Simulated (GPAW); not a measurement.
# Quasiparticle gap of CsPbCl3 (Pm-3m) in GPAW, part 2 of 2

Wanted: ground state, empty states, screening and self-energy for CsPbCl3 (Pm-3m).

GPAW 26.7.0; PBE and many-body steps on it, plane waves. Known limits of the many-body steps: not at the basis limit; no spin-orbit coupling.

So far. Step 3 (Bands along the symmetry lines): The gap is 1.868 eV, as in the run before at this level. Step 4 (Empty states on the mesh, 4×4×4 mesh, 819 bands): On this mesh the gap is 1.868 eV.

## 5. Screening and self-energy, 4×4×4 mesh, 376 bands, screening to 96 eV

Now the one-shot GW correction: screening in the RPA, then the self-energy of the levels asked for.

This step: G0W0 on PBE, plane waves, PAW.

Input file run.py:

```python
import json
import numpy as np
from gpaw.mpi import world
from gpaw.response.g0w0 import G0W0

gw = G0W0('full.gpw',
    filename='gw',
    kpts=[0, 9],
    bands=(20, 24),
    ecut=96,
    nbands=376,
    integrate_gamma='WS',
    ppa=True)
gw.calculate()
res = {mode: {k: v for k, v in r.items() if k != 'sigma_eskwn'}
       for mode, r in gw.all_results.items()}

if world.rank == 0:
    with open('result.json', 'w') as f:
        json.dump(res, f, default=lambda x: x.tolist())
```

Launch:

```console
mpirun -n 8 gpaw python run.py
```

Numbers of over 12 decimals in the logs are rounded to 6 here.

The log of the run:

```text
Using integrator: PointIntegrator
FrequencyGridDescriptor(from 0.000+0.000j to 0.000+27.211j eV, 2 points)
Nonperiodic BCs:  [False False False]
Using integrator: PointIntegrator
FrequencyGridDescriptor(from 0.000+0.000j to 0.000+27.211j eV, 2 points)
Nonperiodic BCs:  [False False False]
  ___  _ _ _
 |   || | | |
 | | || | | |
 |__ ||_____|
 |___|

BZ k-points: Symmetries present (total): 48

  [... matrices ...]
64 k-points: 4 x 4 x 4 Monkhorst-Pack grid + [1/8,1/8,1/8]
10 k-points in the irreducible part of the Brillouin zone
       k-points in crystal coordinates                weights
   0:     0.00000000    0.00000000    0.00000000          1/64
   1:     0.25000000    0.00000000    0.00000000          6/64
   2:     0.25000000    0.25000000    0.00000000         12/64
   3:     0.25000000    0.25000000    0.25000000          8/64
   4:     0.50000000    0.00000000    0.00000000          3/64
   5:     0.50000000    0.25000000    0.00000000         12/64
   6:     0.50000000    0.25000000    0.25000000         12/64
   7:     0.50000000    0.50000000    0.00000000          3/64
   8:     0.50000000    0.50000000    0.25000000          6/64
   9:     0.50000000    0.50000000    0.50000000          1/64

Distributing spins, k-points and bands (1 x 2 x 4) over 8 processes
Number of blocks: 1

Quasi particle states:
k-points (IBZ indices): [0, 9]
Band range: (20, 24)
  [... matrices ...]
Computational parameters:
Plane wave cut-off: 96 eV
Number of bands: 376
Coulomb cutoff: None
Broadening: 0.1 eV

fxc modes: GW
Kernel: RPA
Using Godby-Needs plasmon-pole approximation:
  Fitting energy: i*E0, E0 = 1.000 Hartree
Summing all q:

Calculating screened Coulomb potential
No Coulomb truncation
FrequencyGridDescriptor(from 0.000+0.000j to 0.000+27.211j eV, 2 points)
Removing empty qpoint cache files...

Calculating chi0 body with:
    Ground state adapter containing:
    Number of spins: 1
    Number of kpoints: 64
    Number of irreducible kpoints: 10
    Number of completely occupied states: 22
    Number of partially occupied states: 22
    Occupied states memory: 7.369140625 M / cpu

    Linear response parametrization:
    q_c: [0.0, 0.0, 0.0]
    Number of frequency points: 2
    Planewave cutoff: 96.0
    Number of bands: 376
    Number of planewaves: 389
    Broadening (eta): 1e-06
    comm.size: 8
    kncomm.size: 8
    blockcomm.size: 1

    Memory estimate of potentially large arrays:
        chi0_wGG: 4.617950 M / cpu
Integrating chi0 body.

Symmetries of q_c:
    Direct symmetries (Uq -> q): 48
    Indirect symmetries (TUq -> q): 0
In total 48 allowed symmetries.

  [... matrices ...]
10 groups of equivalent kpoints. 84.375% reduction.

Integral kind: response function
Integrating chi0 head and wings.

Symmetries of q_c:
    Direct symmetries (Uq -> q): 48
    Indirect symmetries (TUq -> q): 0
In total 48 allowed symmetries.

  [... matrices ...]
10 groups of equivalent kpoints. 84.375% reduction.

Integral kind: response function wings

Calculating chi0 body with:
    Ground state adapter containing:
    Number of spins: 1
    Number of kpoints: 64
    Number of irreducible kpoints: 10
    Number of completely occupied states: 22
    Number of partially occupied states: 22
    Occupied states memory: 7.369140625 M / cpu

    Linear response parametrization:
[... the further q-points ...]

Results:
f:      Occupation numbers
eps:     KS-eigenvalues [eV]
vxc:     KS vxc [eV]
exx:     Exact exchange [eV]
sigma:   Self-energies [eV]
dsigma:  Self-energy derivatives
Z:       Renormalization factors
qp:      QP-energies [eV]

k-point 0 (0): (0.000, 0.000, 0.000)                GW
band       f     eps     vxc     exx   sigma  dsigma       Z      qp
                                                                   GW
  20   1.000   0.512 -16.244 -20.617   2.778  -0.277   0.783  -0.737
  21   1.000   0.512 -16.244 -20.617   2.778  -0.277   0.783  -0.737
  22   0.000   6.400  -7.392  -3.753  -3.236  -0.166   0.857   6.746
  23   0.000   7.332  -7.264  -3.491  -3.161  -0.163   0.860   7.858

k-point 1 (9): (0.500, 0.500, 0.500)                GW
band       f     eps     vxc     exx   sigma  dsigma       Z      qp
                                                                   GW
  20   1.000   0.834 -16.525 -20.882   2.771  -0.276   0.784  -0.409
  21   1.000   3.094 -18.661 -20.206   0.929  -0.239   0.807   2.597
  22   0.000   4.962 -11.691  -7.935  -3.104  -0.202   0.832   5.504
  23   0.000   4.962 -11.691  -7.935  -3.104  -0.202   0.832   5.504
```

The job ended after 4.1 min (8 MPI ranks of Arm Neoverse V1, shared host; peak memory 4.7 GiB; 33 min of CPU time).

Numbers from this step:

```yaml
g0w0_gap_on_the_points_computed: 2.907 eV
least_direct_g0w0_gap_on_the_computed_points: 2.907 eV
z_at_the_valence_top: 0.8069
z_at_the_conduction_bottom: 0.8321
starting_gap_on_the_mesh: 1.868 eV
k_of_the_valence_top: 0.5, 0.5, 0.5
k_of_the_conduction_bottom: 0.5, 0.5, 0.5
```

The gap on the mesh goes from 1.87 eV to 2.91 eV, a correction of +1.04 eV.

Limits: finite bands, cutoff and mesh; no spin-orbit coupling. v1 is the top filled band, c1 the lowest empty one. Levels before and after the correction, in eV, zero at the valence-band top of each column:

```csv
,conduction bottom,valence top
Kohn-Sham,1.87,0.00
G0W0,2.91,0.00
```

```csv
,level,energy (eV)
Kohn-Sham,(0.5 0.5 0.5) v2,-2.261
Kohn-Sham,(0.5 0.5 0.5) v1,0.000
Kohn-Sham,(0.5 0.5 0.5) c1-c2,1.868
G0W0,(0.5 0.5 0.5) v2,-3.007
G0W0,(0.5 0.5 0.5) v1,0.000
G0W0,(0.5 0.5 0.5) c1-c2,2.907
```

## 6. Where the time went

Times are wall times on 8 MPI ranks of Arm Neoverse V1, shared host, good to a factor of about two.

```csv
step,time,share,memory (GiB)
ground state,8.9 s,2 %,1.2
bands along the symmetry lines,21 s,5 %,1.6
empty states on the mesh,2 min,31 %,8.8
screening and self-energy,4.1 min,62 %,4.7
```

## 7. Results

| Property | Result |
| --- | --- |
| PBE gap | 1.87 eV, direct |
| G0W0 gap on the mesh | 2.91 eV |
| GW settings | 4×4×4 mesh, 376 bands, screening to 96 eV, Godby-Needs plasmon pole |
| known limits | not at the basis limit; no spin-orbit coupling |

G0W0 moves the gap on the mesh from 1.87 eV to 2.91 eV (+1.04 eV), with Z of 0.81 and 0.83 at the edges. Only 2 of the mesh's irreducible points were corrected, so a valley elsewhere could overtake. The dearest step here is «screening and self-energy». Bands and cutoff are finite, so the gap is not at the basis limit. The miss can reach some tenths of an eV and take either sign; the mesh is an error of its own. These stock PAW sets were not made for GW. In the G0W0 run levels were corrected at 2 k points alone, so a gap called «on the mesh» is the least over those, and an edge elsewhere would be missed. Where an edge is built on 6p states of lead, bismuth or thallium, scalar-relativistic gaps usually stand too wide, by a few tenths to over one eV. This is the ideal cubic cell; many perovskites, halides above all, are cubic only on average, and local tilts or off-centring can widen the gap. The many-body steps are scalar-relativistic: spin-orbit coupling is not in them.

[Paths, hosts, dates, memory and timing lines, banners, echoed tables and standing remarks are left out of the program output.]

[Logs are printed without paths, hosts, clocks, repeated set-up lines and the standing remarks that a program may print on its own settings, such as how far it seeks lower states.]

[Runs of the session that timed out or met a known fault of the program may be left out.]

[Hosts, paths, dates, database ids (printed as entryN), source tags and the programs' standing remarks are cut or masked in the printed files.]
